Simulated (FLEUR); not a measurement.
# How the basis cutoff moves the magnetism of Cobalt, part 3 of 3

Aim: see how far the moments and order energies of Cobalt move with the basis cutoff, and what each rung costs.

FLEUR MaX-R8.1; LDA (VWN); all-electron FLAPW, Dirac cores, scalar-relativistic bands.

So far, largest spin moment in the muffin-tin sphere (μB): step 4 (rung 2 (Kmax 2.7 1/bohr), start ferro ++) 1.64; step 7 (rung 3 (Kmax 3.24 1/bohr), start antiferro +-) 0.816; step 8 (rung 4 (Kmax 3.78 1/bohr), start ferro ++) 1.66; step 9 (rung 4 (Kmax 3.78 1/bohr), start antiferro +-) 0.819; step 10 (rung 5 (Kmax 4.32 1/bohr), start ferro ++) 1.66.

**11. Rung 5 (Kmax 4.32 1/bohr), start antiferro +-**

The input, inp.xml:

```
<?xml version="1.0" encoding="UTF-8" standalone="no"?>
<fleurInput fleurInputVersion="0.39">
   <comment>
      Co
   </comment>
   <calculationSetup>
      <cutoffs Kmax="4.32" Gmax="13.0" GmaxXC="13.0" numbands="0"/>
      <scfLoop itmax="90" minDistance="0.00002" maxIterBroyd="15" imix="Anderson" alpha="0.05" precondParam="0.0" spinf="2.0" sdNocoIR="T"/>
      <coreElectrons ctail="T" frcor="F" kcrel="0" coretail_lmax="0"/>
      <xcFunctional name="vwn" relativisticCorrections="F"/>
      <magnetism jspins="2"/>
      <soc l_soc="F" theta="0.0" phi="0.0" spav="F"/>
      <expertModes spex="0" secvar="F"/>
      <geometryOptimization l_f="F" forcealpha="1.0" forcemix="BFGS" epsdisp="0.00001" epsforce="0.00001"/>
      <ldaU l_linMix="F" mixParam="0.05" spinf="1.0"/>
   </calculationSetup>
   <cell>
      <bzIntegration valenceElectrons="34.0" mode="hist" fermiSmearingEnergy="0.00110248">
         <kPointListSelection listName="default-1"/>
         <xi:include xmlns:xi="http://www.w3.org/2001/XInclude" href="kpts.xml"> </xi:include>
      </bzIntegration>
      <xi:include xmlns:xi="http://www.w3.org/2001/XInclude" href="sym.xml"> </xi:include>
      <bulkLattice scale="1.0">
         <bravaisMatrix>
            <row-1>    4.7382992847653478     0.0000000000188973     0.0000000000000000</row-1>
            <row-2>   -2.3691496423921228     4.1034875513345304     0.0000000000000000</row-2>
            <row-3>    0.0000000000000000     0.0000000000000000     7.6909963545095392</row-3>
         </bravaisMatrix>
      </bulkLattice>
   </cell>
   <atomSpecies>
      <species name="Cobalt (Co2.000" element="Co" atomicNumber="27">
         <mtSphere radius="2.3" gridPoints="761" logIncrement="0.016"/>
         <atomicCutoffs lmax="8" lnonsphr="6"/>
         <electronConfig flipSpins="F">
            <coreConfig>(1s1/2) (2s1/2) (2p1/2) (2p3/2)</coreConfig>
            <valenceConfig>(3s1/2) (3p1/2) (3p3/2) (4s1/2) (3d3/2) (3d5/2)</valenceConfig>
            <stateOccupation state="(3d3/2)" spinUp="1.5" spinDown="1.3"/>
            <stateOccupation state="(3d5/2)" spinUp="3.0" spinDown="1.2"/>
         </electronConfig>
         <energyParameters s="4" p="4" d="3" f="4"/>
         <lo type="SCLO" l="0" n="3" eDeriv="0"/>
         <lo type="SCLO" l="1" n="3" eDeriv="0"/>
      </species>
      <species name="Cobalt (Co-2.000" element="Co" atomicNumber="27">
         <mtSphere radius="2.3" gridPoints="761" logIncrement="0.016"/>
         <atomicCutoffs lmax="8" lnonsphr="6"/>
         <electronConfig flipSpins="F">
            <coreConfig>(1s1/2) (2s1/2) (2p1/2) (2p3/2)</coreConfig>
            <valenceConfig>(3s1/2) (3p1/2) (3p3/2) (4s1/2) (3d3/2) (3d5/2)</valenceConfig>
            <stateOccupation state="(3d3/2)" spinUp="1.3" spinDown="1.5"/>
            <stateOccupation state="(3d5/2)" spinUp="1.2" spinDown="3.0"/>
         </electronConfig>
         <energyParameters s="4" p="4" d="3" f="4"/>
         <lo type="SCLO" l="0" n="3" eDeriv="0"/>
         <lo type="SCLO" l="1" n="3" eDeriv="0"/>
      </species>
   </atomSpecies>
   <atomGroups>
      <atomGroup species="Cobalt (Co2.000">
         <relPos label="                   1">1.000/3.000 -1.000/3.000 1.000/4.000</relPos>
         <force calculate="T" relaxXYZ="TTT"/>
      </atomGroup>
      <atomGroup species="Cobalt (Co-2.000">
         <relPos label="                   2">-1.000/3.000 1.000/3.000 -1.000/4.000</relPos>
         <force calculate="T" relaxXYZ="TTT"/>
      </atomGroup>
   </atomGroups>
   <output dos="F" band="F" slice="F">
      <bandDOS minEnergy="-.5*Htr" maxEnergy="0.5*Htr" sigma="0.015" storeEVData="T"/>
      <plotting iplot="0" polar="F">
         <plot TwoD="T" vec1="  1.0  0.0  0.0" vec2="  0.0  1.0  0.0" vec3="  0.0  0.0  1.0" zero="  0.0  0.0  0.0" file="plot"/>
      </plotting>
      <moessbauerParams electricFieldGradient="F" isomerShift="F" coreHyperfine="F" valenceHyperfine="F"/>
   </output>
</fleurInput>
```

The input, crystal.txt:

```
Co
&input film=F cartesian=F /
2.50739999997  0.00000000001  0.00000000000
-1.25369999999  2.17147209742  0.00000000000
0.00000000000  0.00000000000  4.06990000000
1.8897261246
1.0 1.0 1.0

2
27 0.33333333333  0.66666666667  0.25000000000 : 2.000
27 0.66666666667  0.33333333333  0.75000000000 : -2.000

&kpt div1=12 div2=12 div3=12 gamma=T /
```

Launch:

```sh
> OMP_NUM_THREADS=1 inpgen -f crystal.txt > inpgen.log  # inp.xml is then edited as shown
> OMP_NUM_THREADS=1 mpirun -n 2 fleur_MPI > fleur.log
```

What it wrote:

```text
[banner, memory and clock lines left out]
Welcome to FLEUR        (www.flapw.de)
      MaX-Release 8.1          (www.max-centre.eu)

 ========== k-point set info ==========
 Selected k-point list: default-1
 k-point list type: mesh
 0 x 0 x 0
 Number of k points: 134

 [... set-up left out ...]
 Iteration:     1   Distance:      15.75565589 me/bohr^3
 Iteration:     2   Distance:      15.27993432 me/bohr^3
 Iteration:     3   Distance:      12.26372807 me/bohr^3
 Iteration:     4   Distance:       8.25862947 me/bohr^3
 Iteration:     5   Distance:       7.13410353 me/bohr^3
[...]
<sumOfEigenvalues value="    -1600.7271617213">
               <coreElectrons value="-1571.9429129943"/>
               <valenceElectrons value="-28.7842487269"/>
            </sumOfEigenvalues>
         [... left out ...]
            <freeEnergy value="-2782.3073242876"/>
            <extrapolationTo0K value="-2782.3070029569"/>
         </totalEnergy>
         <densityConvergence units="me/bohr^3">
            <chargeDensity spin="1" distance="0.0000043346"/>
            <chargeDensity spin="2" distance="0.0000043347"/>
            <overallChargeDensity distance="0.0000046880"/>
            <spinDensity distance="0.0000072925"/>
         </densityConvergence>
      </iteration>
```

Run time: 2.2 min. Hardware: 2 MPI ranks of Arm Neoverse V1, shared host; peak memory 0.14 GiB.

Read from the output:

* free energy: -75710.4393 eV
* program's band gap on this mesh (in a metal only a level spacing): 0.001694 eV
* magnetization: 0 μB
* final state: antiferromagnetic
* largest moment: 0.8200 μB

This start lies +195.6 meV a seeded atom from the first, a change of +0.2 meV since rung 4; its largest moment is 0.820 μB.

**12. The rungs together**

Ladder, by row:

```
rung  Kmax (1/bohr)  state from the first start  state from the second start  second less first (meV a seeded atom)  moment, first (μB)  moment, second (μB)  CPU time (s), all starts
   1           2.16                non-magnetic                 non-magnetic                                8.41e-4                   0                    0                     49.62
   2            2.7               ferromagnetic            antiferromagnetic                                  213.4               1.641                1.053                     66.77
   3           3.24               ferromagnetic            antiferromagnetic                                  196.6               1.652                0.816                     126.1
   4           3.78               ferromagnetic            antiferromagnetic                                  195.4               1.657               0.8189                     206.4
   5           4.32               ferromagnetic            antiferromagnetic                                  195.6               1.659                 0.82                     332.8
```

**13. Results**

```json
{"range of the moment in the table, first start": "0 to 1.66 μB", "range of CPU time": "50 s to 5.5 min", "range of the energy difference": "8.4e-4 to 213 meV a seeded atom", "first rung from which all stay within 9.8 meV of the last, moments within 0.06 μB": "3"}
```

From rung 3 on the result stays within 1.0 meV of the last rung, inside the margin of 9.8 meV (5 % of the last value, 2 meV at least; moments within 0.06 μB), at 38 % of the last rung's cost. Differences are of free energies, so a wide smearing enters them. The end states change along the ladder, as the table shows.

[Logs and program files are shortened in this print: banners, set-up blocks, solver, clock and traceback lines can be left out without a mark of their own.]

[Logs are printed without paths, hosts, clocks, repeated set-up lines and the standing remarks that a program may print on its own settings, such as how far it seeks lower states.]

[Hosts, paths, dates, database ids (printed as entryN), source tags and the programs' standing remarks are cut or masked in the printed files.]

[Where a cell is said to come from a database of computed structures, the database is the Materials Project.]
